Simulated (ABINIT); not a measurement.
# Quasiparticle gap of CdSe (Cadmoselite) in ABINIT

Wanted: ground state, empty states, screening and self-energy for CdSe (Cadmoselite).

Method: PBE and many-body steps on it, plane waves, in ABINIT 10.8.3.

Report form: the programs' logs are mostly left out.

The database entry behind the starting cell differs from later determinations by our own check (inner coordinate of an old entry), so it need not match the best structure at ambient conditions.

**1. The structure**

It takes space group P6_3mc (No. 186, hexagonal). The conventional cell has a = 4.300 Å, b = 4.300 Å, c = 7.020 Å, α = 90.00°, β = 90.00°, γ = 120.00°. Nearest to Cd lie 4 Se at 2.61 to 2.70 Å. Se has 4 Cd at 2.61 to 2.70 Å nearest. Farther neighbours and most contacts between anions are not listed.

As a file:

```cif
data_structure
_symmetry_space_group_name_H-M 'P 1'
_symmetry_Int_Tables_number 1
_cell_length_a 4.3000
_cell_length_b 4.3000
_cell_length_c 7.0200
_cell_angle_alpha 90.000
_cell_angle_beta 90.000
_cell_angle_gamma 120.000
_cell_volume 112.41
loop_
_atom_site_label
_atom_site_type_symbol
_atom_site_fract_x
_atom_site_fract_y
_atom_site_fract_z
_atom_site_occupancy
Cd1 Cd 0.33333 0.66667 0.00000 1
Cd2 Cd 0.66667 0.33333 0.50000 1
Se3 Se 0.33333 0.66667 0.38500 1
Se4 Se 0.66667 0.33333 0.88500 1
```

The cell and positions come from the Crystallography Open Database and are kept as given unless a step says otherwise.

**2. Ground state**

This step: ABINIT 10.8.3; DFT, PBE, plane waves, norm-conserving pseudopotentials.

The ground-state density comes first.

File run.abi:

```
acell 3*1.0 Angstrom
rprim 
  4.300000000016 -0.000000000004 0.000000000000
  -2.150000000005 3.723909236288 0.000000000000
  0.000000000000 0.000000000000 7.020000000000
ntypat 2
znucl 48 34
natom 4
typat 1 1 2 2
xred 
  0.333333333333 0.666666666667 0.000000000000
  0.666666666667 0.333333333333 0.500000000000
  0.333333333333 0.666666666667 0.385000000000
  0.666666666667 0.333333333333 0.885000000000
pp_dirpath "pseudos"
pseudos "Cd.upf, Se.upf"
ecut 48
ngkpt 3 3 2
nshiftk 1
shiftk 0 0 0
kptopt 1
chksymbreak 0
nband 50
occopt 1
tolvrs 1e-08
nstep 60
prtwf 0
optforces 0
optstress 0
indata_prefix "in"
outdata_prefix "out"
tmpdata_prefix "tmp"
```

Run with:

```
$ OMP_NUM_THREADS=1 mpirun -n 4 abinit run.abi > log
```

Elapsed: 68 s, on 4 MPI ranks of Arm Neoverse V2, shared host; peak memory 0.58 GiB; 4.5 min of CPU time.

This step gave:

```yaml
total_energy: -27944.2721 eV
gap: 0.6773 eV
k_of_the_valence_top: 0, 0, 0
k_of_the_conduction_bottom: 0, 0, 0
least_direct_gap: 0.6773 eV
```

The gap is direct, at Γ.

**3. Bands along the symmetry lines**

The cheap functional maps the bands first; the places of the edges decide which points the dearer methods must see.

File run.abi:

```
acell 3*1.0 Angstrom
rprim 
  4.300000000016 -0.000000000004 0.000000000000
  -2.150000000005 3.723909236288 0.000000000000
  0.000000000000 0.000000000000 7.020000000000
ntypat 2
znucl 48 34
natom 4
typat 1 1 2 2
xred 
  0.333333333333 0.666666666667 0.000000000000
  0.666666666667 0.333333333333 0.500000000000
  0.333333333333 0.666666666667 0.385000000000
  0.666666666667 0.333333333333 0.885000000000
pp_dirpath "pseudos"
pseudos "Cd.upf, Se.upf"
ecut 48
iscf -2
irdden 1
kptopt 0
nkpt 39
kpt 
  0.00000000 0.00000000 0.00000000
  0.12500000 0.00000000 0.00000000
  0.25000000 0.00000000 0.00000000
  0.37500000 0.00000000 0.00000000
  0.50000000 0.00000000 0.00000000
  0.45833333 0.08333333 0.00000000
  0.41666666 0.16666666 0.00000000
  0.37500000 0.25000000 0.00000000
  0.33333333 0.33333333 0.00000000
  0.25000000 0.25000000 0.00000000
  0.16666666 0.16666666 0.00000000
  0.08333333 0.08333333 0.00000000
  0.00000000 0.00000000 0.00000000
  0.00000000 0.00000000 0.12500000
  0.00000000 0.00000000 0.25000000
  0.00000000 0.00000000 0.37500000
  0.00000000 0.00000000 0.50000000
  0.12500000 0.00000000 0.50000000
  0.25000000 0.00000000 0.50000000
  0.37500000 0.00000000 0.50000000
  0.50000000 0.00000000 0.50000000
  0.45833333 0.08333333 0.50000000
  0.41666666 0.16666666 0.50000000
  0.37500000 0.25000000 0.50000000
  0.33333333 0.33333333 0.50000000
  0.25000000 0.25000000 0.50000000
  0.16666666 0.16666666 0.50000000
  0.08333333 0.08333333 0.50000000
  0.00000000 0.00000000 0.50000000
  0.50000000 0.00000000 0.50000000
  0.50000000 0.00000000 0.37500000
  0.50000000 0.00000000 0.25000000
  0.50000000 0.00000000 0.12500000
  0.50000000 0.00000000 0.00000000
  0.33333333 0.33333333 0.50000000
  0.33333333 0.33333333 0.37500000
  0.33333333 0.33333333 0.25000000
  0.33333333 0.33333333 0.12500000
  0.33333333 0.33333333 0.00000000
istwfk *1
nband 51
nbdbuf 2
tolwfr 1e-08
nstep 40
prtwf 0
prtvol 0
indata_prefix "in"
outdata_prefix "out"
tmpdata_prefix "tmp"
```

Run time: 2.4 min. Hardware: 4 MPI ranks; peak memory 0.73 GiB; 9.7 min of CPU time.

Numbers from this step:

| Property | Result |
| --- | --- |
| gap | 0.6773 eV |
| k of the valence top | 0, 0, 0 |
| k of the conduction bottom | 0, 0, 0 |
| least direct gap | 0.6773 eV |

The gap is 0.677 eV, as in the run before at this level.

The electronic bands at the labelled points (eV, zero at the top of the highest filled band):

```
    point  band 41  band 42  band 43  band 44  band 45  band 46  band 47  band 48
        Γ    -0.72    -0.02     0.00     0.00     0.68     2.09     5.86     5.86
  halfway    -2.18    -1.35    -0.45    -0.43     2.60     3.42     5.19     5.87
        M    -2.57    -1.86    -1.25    -0.83     3.21     3.29     4.79     6.14
  halfway    -2.66    -2.15    -1.41    -1.32     3.93     4.24     4.65     6.12
        K    -3.07    -1.80    -1.80    -1.79     4.37     4.79     4.79     7.03
  halfway    -2.50    -1.70    -0.76    -0.57     3.05     4.06     5.14     5.50
        Γ    -0.72    -0.02     0.00     0.00     0.68     2.09     5.86     5.86
  halfway    -0.62    -0.62    -0.11    -0.11     1.71     2.19     5.67     5.94
        A    -0.38    -0.38    -0.38    -0.38     2.31     2.31     5.80     5.80
  halfway    -1.35    -1.35    -0.92    -0.92     3.37     3.37     4.95     4.95
        L    -1.38    -1.38    -1.30    -1.30     2.97     2.97     4.76     4.76
  halfway    -2.03    -2.03    -1.13    -1.13     3.48     3.48     5.22     5.22
        H    -2.49    -2.49    -1.06    -1.06     3.77     3.77     5.90     5.90
  halfway    -1.38    -1.38    -1.22    -1.22     3.75     3.75     4.94     4.94
        A    -0.38    -0.38    -0.38    -0.38     2.31     2.31     5.80     5.80
jump to L    -1.38    -1.38    -1.30    -1.30     2.97     2.97     4.76     4.76
  halfway    -2.11    -1.73    -1.07    -1.01     2.81     3.34     5.13     5.18
        M    -2.57    -1.86    -1.25    -0.83     3.21     3.29     4.79     6.14
jump to H    -2.49    -2.49    -1.06    -1.06     3.77     3.77     5.90     5.90
  halfway    -2.91    -2.01    -1.43    -1.43     4.30     4.30     4.82     6.37
        K    -3.07    -1.80    -1.80    -1.79     4.37     4.79     4.79     7.03
```

**4. Empty states on the mesh, 3×3×2 mesh, 327 bands**

The sums over transitions need many empty states on a uniform mesh; this step solves for them.

File run.abi:

```
acell 3*1.0 Angstrom
rprim 
  4.300000000016 -0.000000000004 0.000000000000
  -2.150000000005 3.723909236288 0.000000000000
  0.000000000000 0.000000000000 7.020000000000
ntypat 2
znucl 48 34
natom 4
typat 1 1 2 2
xred 
  0.333333333333 0.666666666667 0.000000000000
  0.666666666667 0.333333333333 0.500000000000
  0.333333333333 0.666666666667 0.385000000000
  0.666666666667 0.333333333333 0.885000000000
pp_dirpath "pseudos"
pseudos "Cd.upf, Se.upf"
ecut 48
ngkpt 3 3 2
nshiftk 1
shiftk 0 0 0
kptopt 1
chksymbreak 0
iscf -2
irdden 1
istwfk *1
nband 327
nbdbuf 28
tolwfr 1e-09
nstep 60
prtvol 0
indata_prefix "in"
outdata_prefix "out"
tmpdata_prefix "tmp"
```

It took 7.8 min on 4 MPI ranks; peak memory 0.82 GiB.

This step gave:

```
gap                                                           : 0.6773 eV
k of the valence top                                          : 0, 0, 0
k of the conduction bottom                                    : 0, 0, 0
least direct gap                                              : 0.6773 eV
k points computed                                             : 6
lowest point of the top converged band, above the valence top : 92.1356 eV
```

On this mesh the gap is 0.677 eV.

**5. Screening, 3×3×2 mesh, 299 bands, screening to 163.3 eV**

The RPA dielectric matrix is built and inverted for each q.

This step: RPA screening on PBE, plane waves, norm-conserving pseudopotentials.

Changes to run.abi since step 4:

```diff
@@ -22,10 +22,11 @@
 chksymbreak 0
-iscf -2
-irdden 1
 istwfk *1
-nband 327
-nbdbuf 28
-tolwfr 1e-09
-nstep 60
-prtvol 0
+occopt 1
+irdwfk 1
+optdriver 3
+nband 299
+ecuteps 6
+inclvkb 2
+awtr 1
+symchi 1
 indata_prefix "in"
```

The job ended after 5.4 min (4 MPI ranks; peak memory 3.1 GiB).

This step gave:

```
ε∞ with local fields, on this mesh, along the program's q direction : 49.50
the same without local fields                                       : 51.81
plasma frequency                                                    : 32.85 eV
plane waves in the screening matrix                                 : 549
```

Local fields lower ε∞ by 4 %. On a Γ-centred mesh this coarse the value itself is usually too large, while a short band sum pulls it down.

**6. Self-energy, 3×3×2 mesh, 299 bands, screening to 163.3 eV**

The self-energy is evaluated for the states that the input lists, and the levels follow from it, in one-shot runs by the linearised quasiparticle equation.

This step: G0W0 on PBE, plane waves, norm-conserving pseudopotentials.

Changes to run.abi since step 5:

```diff
@@ -25,8 +25,15 @@
 irdwfk 1
-optdriver 3
+optdriver 4
 nband 299
+gwcalctyp 0
+ecutsigx 48
+symsigma 1
+nkptgw 1
+kptgw 
+  0.0000000000 0.0000000000 0.0000000000
+bdgw 
+  43 46
 ecuteps 6
-inclvkb 2
-awtr 1
-symchi 1
+irdscr 1
+ppmodel 1
 indata_prefix "in"
```

The job ended after 27 s (4 MPI ranks; peak memory 2.5 GiB).

Numbers from this step:

* G0W0 gap on the points computed: 1.257 eV
* starting gap on the mesh: 0.6773 eV
* k of the valence top: 0, 0, 0
* k of the conduction bottom: 0, 0, 0
* Z at the valence top: 0.795
* Z at the conduction bottom: 0.818
* least direct G0W0 gap on the computed points: 1.257 eV

The gap on the mesh goes from 0.68 eV to 1.26 eV, a correction of +0.58 eV.

Limits: finite bands, cutoff and mesh; no spin-orbit coupling; coarse k mesh. v1 is the top filled band, c1 the lowest empty one. The levels before and after the correction (eV, zero at the valence-band top of each column):

```
           conduction bottom  valence top
Kohn-Sham               0.68         0.00
     G0W0               1.26         0.00
```

```csv
,level,energy (eV)
Kohn-Sham,Γ v2-v1,0.000
Kohn-Sham,Γ c1,0.677
Kohn-Sham,Γ c2,2.089
G0W0,Γ v2-v1,0.000
G0W0,Γ c1,1.257
G0W0,Γ c2,2.761
```

**7. Where the time went**

Times are wall times on 4 MPI ranks of Arm Neoverse V2, shared host, good to a factor of about two.

```csv
step,time,share,memory (GiB)
ground state,68 s,7 %,0.58
bands along the symmetry lines,2.4 min,14 %,0.73
empty states on the mesh,7.8 min,45 %,0.82
screening,5.4 min,31 %,3.1
self-energy,27 s,3 %,2.5
```

**8. Summary of results**

```json
{
 "PBE gap": "0.68 eV, direct",
 "G0W0 gap on the mesh": "1.26 eV",
 "GW settings": "3×3×2 mesh, 299 bands, screening to 163.3 eV, Godby-Needs plasmon pole",
 "known limits": "not at the basis limit; mesh may overstate the screening; no spin-orbit coupling; coarse k mesh"
}
```

In words: G0W0 moves the gap on the mesh from 0.68 eV to 1.26 eV (+0.58 eV), with Z of 0.80 and 0.82 at the edges. Local fields lower the RPA ε∞ on this mesh from 51.81 to 49.50; a Γ-centred mesh this coarse tends to raise both, most where the direct gap is narrow, while a short band sum lowers them. Only 1 of the mesh's irreducible points was corrected, so a valley elsewhere could overtake. Bands and cutoff are finite, so the gap is not at the basis limit. The miss can reach some tenths of an eV and take either sign; the mesh is an error of its own. In the G0W0 run levels were corrected at 1 k point alone, so a gap called «on the mesh» is the least over those, and an edge elsewhere would be missed. The 3×3×2 mesh is coarse for this cell, which bears on the long-range parts of exchange and screening. The RPA ε∞ on this mesh reaches over 25; with a narrow direct gap a coarse mesh can overstate it, and the correction is then too small. The many-body steps are scalar-relativistic: spin-orbit coupling is not in them.

[Paths, hosts, dates, memory and timing lines, banners, echoed tables and standing remarks are left out of the program output.]

[Logs are printed without paths, hosts, clocks, repeated set-up lines and the standing remarks that a program may print on its own settings, such as how far it seeks lower states.]

[Runs of the session that timed out or met a known fault of the program may be left out.]

[Hosts, paths, dates, database ids (printed as entryN), source tags and the programs' standing remarks are cut or masked in the printed files.]

[G0W0 gaps are taken among the corrected bands and points alone; a level outside them can change the order at an edge.]

[Where Ansatz stands beside ABINIT at settings called matched, ABINIT's density can come from a denser mesh and the files from another edition; pairs whose starting gaps differed by over 0.03 eV were left out, so agreement reads better than it is.]
